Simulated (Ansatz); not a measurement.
# Resistivity from frozen vibrations: Na(100) with 4 thermally displaced layers, 2x2, part 2 of 2

Wanted: the phonon-limited resistivity of Na at 300 K by the Landauer route. The measured value for the pure metal at this temperature is 4.93 µΩ cm (CRC Handbook of Chemistry and Physics, 84th ed., 2003, Electrical Resistivity of Pure Metals).

Ansatz 0.2.0; Ansatz plane-wave DFT, PBE, PAW files; ballistic transport by layer matching (Landauer), zero bias; PAW set soft_1.

So far. Step 3 (With 8 displaced layers): Over the solved energies the transmission per spin lies between 4.39 and 4.56, out of 4.90 channels of the lead on average (up to 4.92).

## 4. With 12 displaced layers

Each atom of 12 layers is moved at random, by amounts drawn from a normal law 0.2769 Å wide in each direction from the Debye model (158 K) at 300 K. A fresh draw is used; the growth of the resistance with length is what counts.

System of this step: Na(100) with 12 thermally displaced layers, 2x2. The cell holds 88 atoms: 88 Na. Cell: a = 8.581 Å, b = 8.581 Å, c = 47.197 Å, α = 90.0°, β = 90.0°, γ = 90.0°. It derives from Na. Regions: lead, 40 atoms (40 Na); scattering region, 48 atoms (48 Na). The structure is stacked along c, and the current runs across the ab planes.

The input, input.yaml:

```yaml
crystal:
  lattice:
    - [8.5812, 0.0, 0.0]
    - [0.0, 8.5812, 0.0]
    - [0.0, 0.0, 47.1966]
  atoms:
    - { symbol: Na, position: [0.0, 0.0, 0.0227272727] }
    - { symbol: Na, position: [0.0, 0.5, 0.0227272727] }
    - { symbol: Na, position: [0.5, 0.0, 0.0227272727] }
    - { symbol: Na, position: [0.5, 0.5, 0.0227272727] }
    - { symbol: Na, position: [0.25, 0.25, 0.0681818182] }
    - { symbol: Na, position: [0.25, 0.75, 0.0681818182] }
    - { symbol: Na, position: [0.75, 0.25, 0.0681818182] }
    - { symbol: Na, position: [0.75, 0.75, 0.0681818182] }
    - { symbol: Na, position: [0.0, 0.0, 0.1136363636] }
    - { symbol: Na, position: [0.0, 0.5, 0.1136363636] }
    - { symbol: Na, position: [0.5, 0.0, 0.1136363636] }
    - { symbol: Na, position: [0.5, 0.5, 0.1136363636] }
    - { symbol: Na, position: [0.25, 0.25, 0.1590909091] }
    - { symbol: Na, position: [0.25, 0.75, 0.1590909091] }
    - { symbol: Na, position: [0.75, 0.25, 0.1590909091] }
    - { symbol: Na, position: [0.75, 0.75, 0.1590909091] }
    - { symbol: Na, position: [0.0, 0.0, 0.2045454545] }
    - { symbol: Na, position: [0.0, 0.5, 0.2045454545] }
    - { symbol: Na, position: [0.5, 0.0, 0.2045454545] }
    - { symbol: Na, position: [0.5, 0.5, 0.2045454545] }
    - { symbol: Na, position: [0.2323371927, 0.2470133373, 0.2514760088] }
    - { symbol: Na, position: [0.2390659734, 0.6879339885, 0.2495759729] }
    - { symbol: Na, position: [0.7572705925, 0.284989694, 0.2533898715] }
    - { symbol: Na, position: [0.7292360551, 0.7266479574, 0.2617945891] }
    - { symbol: Na, position: [0.0244122879, 0.0590898672, 0.3079463161] }
    - { symbol: Na, position: [0.9736052178, 0.5124303904, 0.2981422497] }
    - { symbol: Na, position: [0.5180554183, 0.01748402, 0.2966398406] }
    - { symbol: Na, position: [0.5056181338, 0.4515231017, 0.2944842672] }
    - { symbol: Na, position: [0.2258786784, 0.254068101, 0.3381663659] }
    - { symbol: Na, position: [0.2699560524, 0.7764267896, 0.3427199454] }
    - { symbol: Na, position: [0.7602008996, 0.2529988467, 0.338282214] }
    - { symbol: Na, position: [0.7446925049, 0.7340083962, 0.3431851053] }
    - { symbol: Na, position: [0.0004553574, 0.0187548722, 0.3785695052] }
    - { symbol: Na, position: [0.0286434413, 0.4753922467, 0.3820561822] }
    - { symbol: Na, position: [0.493629668, 0.9818228696, 0.3880714382] }
    - { symbol: Na, position: [0.4814750559, 0.4654942053, 0.3814019787] }
    - { symbol: Na, position: [0.2923300397, 0.2514279578, 0.424969203] }
    - { symbol: Na, position: [0.2502702899, 0.6997986961, 0.4423161566] }
    - { symbol: Na, position: [0.7008139929, 0.2654465538, 0.4350072046] }
    - { symbol: Na, position: [0.703216718, 0.7596881696, 0.4376678033] }
    - { symbol: Na, position: [0.0150859238, 0.0084214708, 0.4828403286] }
    - { symbol: Na, position: [0.0051914501, 0.5108544793, 0.4765294106] }
    - { symbol: Na, position: [0.5203846809, 0.9696270314, 0.4819173775] }
    - { symbol: Na, position: [0.4836968705, 0.4648109852, 0.4794153547] }
    - { symbol: Na, position: [0.3046217886, 0.2810277396, 0.5197023621] }
    - { symbol: Na, position: [0.2725223089, 0.7353453243, 0.5219997484] }
    - { symbol: Na, position: [0.7528885616, 0.175236901, 0.5238513254] }
    - { symbol: Na, position: [0.7167805245, 0.7274990196, 0.5140781877] }
    - { symbol: Na, position: [0.9510695232, 0.9695663666, 0.573024946] }
    - { symbol: Na, position: [0.0537534244, 0.4991867785, 0.574586494] }
    - { symbol: Na, position: [0.4914828862, 0.9383118031, 0.5690612607] }
    - { symbol: Na, position: [0.5143784668, 0.486171047, 0.5699547293] }
    - { symbol: Na, position: [0.2684730463, 0.2221428802, 0.6049729434] }
    - { symbol: Na, position: [0.2428614202, 0.743190309, 0.6115675669] }
    - { symbol: Na, position: [0.7818526871, 0.3056746726, 0.6111922244] }
    - { symbol: Na, position: [0.7725489923, 0.7803583519, 0.6178198896] }
    - { symbol: Na, position: [0.033796265, 0.9874413703, 0.6634307692] }
    - { symbol: Na, position: [0.0653182088, 0.5259295941, 0.6554544821] }
    - { symbol: Na, position: [0.5196073331, 0.0407296395, 0.6612554605] }
    - { symbol: Na, position: [0.4818223499, 0.5497861986, 0.651759512] }
    - { symbol: Na, position: [0.2662425862, 0.2494781087, 0.6975431597] }
    - { symbol: Na, position: [0.2893445195, 0.7612243009, 0.6977007704] }
    - { symbol: Na, position: [0.7694142599, 0.2360747748, 0.6933832959] }
    - { symbol: Na, position: [0.7277730549, 0.758503266, 0.7082746217] }
    - { symbol: Na, position: [0.0053418126, 0.0014572111, 0.7527570605] }
    - { symbol: Na, position: [0.9931930333, 0.5379734515, 0.7508719633] }
    - { symbol: Na, position: [0.509483132, 0.0174484251, 0.7437984246] }
    - { symbol: Na, position: [0.4771173907, 0.5493183209, 0.7519669915] }
    - { symbol: Na, position: [0.25, 0.25, 0.7954545455] }
    - { symbol: Na, position: [0.25, 0.75, 0.7954545455] }
    - { symbol: Na, position: [0.75, 0.25, 0.7954545455] }
    - { symbol: Na, position: [0.75, 0.75, 0.7954545455] }
    - { symbol: Na, position: [0.0, 0.0, 0.8409090909] }
    - { symbol: Na, position: [0.0, 0.5, 0.8409090909] }
    - { symbol: Na, position: [0.5, 0.0, 0.8409090909] }
    - { symbol: Na, position: [0.5, 0.5, 0.8409090909] }
    - { symbol: Na, position: [0.25, 0.25, 0.8863636364] }
    - { symbol: Na, position: [0.25, 0.75, 0.8863636364] }
    - { symbol: Na, position: [0.75, 0.25, 0.8863636364] }
    - { symbol: Na, position: [0.75, 0.75, 0.8863636364] }
    - { symbol: Na, position: [0.0, 0.0, 0.9318181818] }
    - { symbol: Na, position: [0.0, 0.5, 0.9318181818] }
    - { symbol: Na, position: [0.5, 0.0, 0.9318181818] }
    - { symbol: Na, position: [0.5, 0.5, 0.9318181818] }
    - { symbol: Na, position: [0.25, 0.25, 0.9772727273] }
    - { symbol: Na, position: [0.25, 0.75, 0.9772727273] }
    - { symbol: Na, position: [0.75, 0.25, 0.9772727273] }
    - { symbol: Na, position: [0.75, 0.75, 0.9772727273] }
kpoints:
  mp_grid: { grid: [3, 3, 1] }
hamiltonian:
  xc: pbe
  pseudopotentials: { kind: paw, azcp: { folder: soft_1 } }
scf:
  occupations: { method: fermi_dirac, width: 0.1 }
output:
  transmission: { leads: [[0, 4]], kmesh: [6, 6], e_range: [-0.05, 0.05], de: 0.05 }
  write_potential: true
  write_density: true
  volumetric_format: npy
```

Started as:

```
$ ansatz run input.yaml --threads 4 --pin off --max-ram 15360MiB --backend cpu --events-out ev --progress --plain --runs-dir out
```

Numbers of over 12 decimals in the logs are rounded to 6 here.

What it wrote:

```text
[...]
Crystal: 88 atoms, lattice volume = 3475.416 Å³
Basis set: ecut = 420 eV, 67981 PW (Γ)
Bands: 484, of which v1, the nominal top of the filled ones, is band 396 counted from 1 (395 counted from 0)
Symmetry: 1 space group operations
[...]
k-points: 5 of 9 (time reversal used)
[...]
SCF iter   1: F=—  HF=-130803.128878 eV  |F-HF|=—  |Δ(HF+E_count)|=         —  Δρ=4.70e-3  dr2=2.72e0  ethr=3.10e-3  ⟨swp⟩=7.8  Hψ=10051  notcnv=0
[...]
SCF iter  10: F=-130802.666806 eV  HF=-130802.666806 eV  |F-HF|=2.53e-8  |Δ(HF+E_count)|=   1.09e-7  Δρ=5.98e-7  dr2=4.83e-8  ethr=1.26e-11  ⟨swp⟩=11.2  Hψ=11296  notcnv=0
SCF 1 converged in 10 iterations: F = -130802.666806 eV  dr2 = 4.83e-8
[...]
transmission: 154 of 1540 steps passed
transmission: 308 of 1540 steps passed
[...]
transmission: 1540 of 1540 steps passed
SCF converged after 10 iterations
Free energy (F): -130802.666806 eV
[...]
Internal energy: -130801.403601 eV  (E = F + TS)
E sigma→0 (E₀):  -130802.035204 eV
Entropy (-TS):   -1.263205 eV (-14.355 meV/atom)
Fermi energy:    1.409509 eV
[...]
--- Band table (eV; the first three rows and the last of 5) ---
  k-point 0: bands = [... 392 lower, 1.0352, 1.3465, 1.3552, 1.3763, 1.3992, 1.4089, 1.4278, 1.4385, ... 84 higher]
  k-point 1: bands = [... 392 lower, 1.2944, 1.2983, 1.3088, 1.3269, 1.4612, 1.4774, 1.5047, 1.5201, ... 84 higher]
  k-point 2: bands = [... 392 lower, 1.2885, 1.3042, 1.3141, 1.3252, 1.4684, 1.4723, 1.5057, 1.5453, ... 84 higher]
  k-point 4: bands = [... 392 lower, 1.1775, 1.2036, 1.2224, 1.2571, 1.7258, 1.7477, 1.8160, 1.8337, ... 84 higher]
--- Transmission ---
  basis      : 657 plane waves across, 77 finite elements along
  points     : 20, standing for a mesh of 6 x 6
[...]
channels       : 4.916667e0 a spin
[...]
junction   : crystal 0 to crystal 0, 0.70 to 45.75 Å
    transmission   : 4.128696e0 a spin
[...]
```

Wall time 41 min (4 threads of Intel Xeon Platinum 8375C at 2.90GHz (Ice Lake), shared host); peak memory 9.6 GiB.

This step gave:

- free energy: -130802.6668 eV
- energy at zero smearing: -130802.0352 eV
- Fermi energy: 1.410 eV
- transmission per spin nearest the Fermi level: 4.129
- step of the lead's potential: 6.6 meV

Per spin. Table of transmission, zone mean by energy, zero at the Fermi level:

```tsv
energy (eV)	transmission, zone mean
-0.0500	4.07
0.0000	4.13
0.0500	4.11
```

Over the solved energies the transmission per spin lies between 4.07 and 4.13, out of 4.88 channels of the lead on average (up to 4.92).

## 5. Resistance against length

This step: Ansatz plane-wave DFT, PBE, PAW files; ballistic transport by layer matching (Landauer), zero bias; resistivity from the slope of the area resistance; PAW set soft_1 (Ansatz 0.2.0).

This step gave:

* resistivity: 17.08 µΩ cm
* intercept: -0.08750 fΩ m²
* scatter about the fit: 0.02255 fΩ m²

Resistance, by row:

```tsv
run	length (Å)	T	channels N	RA (fΩ m²)
n4	8.581	4.733	4.917	0.07501
n8	17.16	4.496	4.898	0.1737
n12	25.74	4.104	4.88	0.3681
```

The area resistance by length of the displaced region:

```tsv
length of the displaced region (Å)	area resistance (fΩ m²)
8.58	0.0750
17.16	0.174
25.74	0.368
```

The area resistance goes from 0.075 to 0.37 fΩ m² between 8.6 and 25.7 Å, a slope of 17 µΩ cm.

By hand from the end points: (0.3681 − 0.07501) fΩ m² / (25.74 − 8.58) Å = 17 µΩ cm, since 1 fΩ m² per Å is 1000 µΩ cm.

## 6. Results

| Item | Value |
| --- | --- |
| resistivity from the slope | 17.1 µΩ cm |
| area resistance over 8.58 Å | 0.0750 fΩ m² |
| area resistance over 17.2 Å | 0.174 fΩ m² |
| area resistance over 25.7 Å | 0.368 fΩ m² |

In words: The slope gives 17 µΩ cm. The points scatter by 0.023 fΩ m² about the line, with one random draw a length in a 2x2 cell, so the slope is a rough value. The mean square of the displacements drawn is 0.75, 0.94 and 0.81 of the nominal one at the three lengths; with each resistance scaled back by that, the slope is 21 µΩ cm, the value used below. Read with a model of isotropic scattering on a spherical Fermi surface and the lead's 0.52×10¹⁵ S/m², this slope means a mean free path near 78 Å; over these lengths the model's slope is 1.11 times its bulk resistivity, which would be 19 µΩ cm. Uncorrelated displacements put too much weight on short waves, which scatter strongly; with the sideways repeat of a small cell, one draw and three short lengths, the method is good to a factor of two or three. The measured value is 4.93 µΩ cm (CRC Handbook of Chemistry and Physics, 84th ed., 2003, Electrical Resistivity of Pure Metals); the scaled slope is 4.2 times that and the corrected value 3.8: clearly high.

[Logs are printed without paths, hosts, clocks, repeated set-up lines and the standing remarks that a program may print on its own settings, such as how far it seeks lower states.]

[Hosts, paths, dates, database ids (printed as entryN), source tags and the programs' standing remarks are cut or masked in the printed files.]
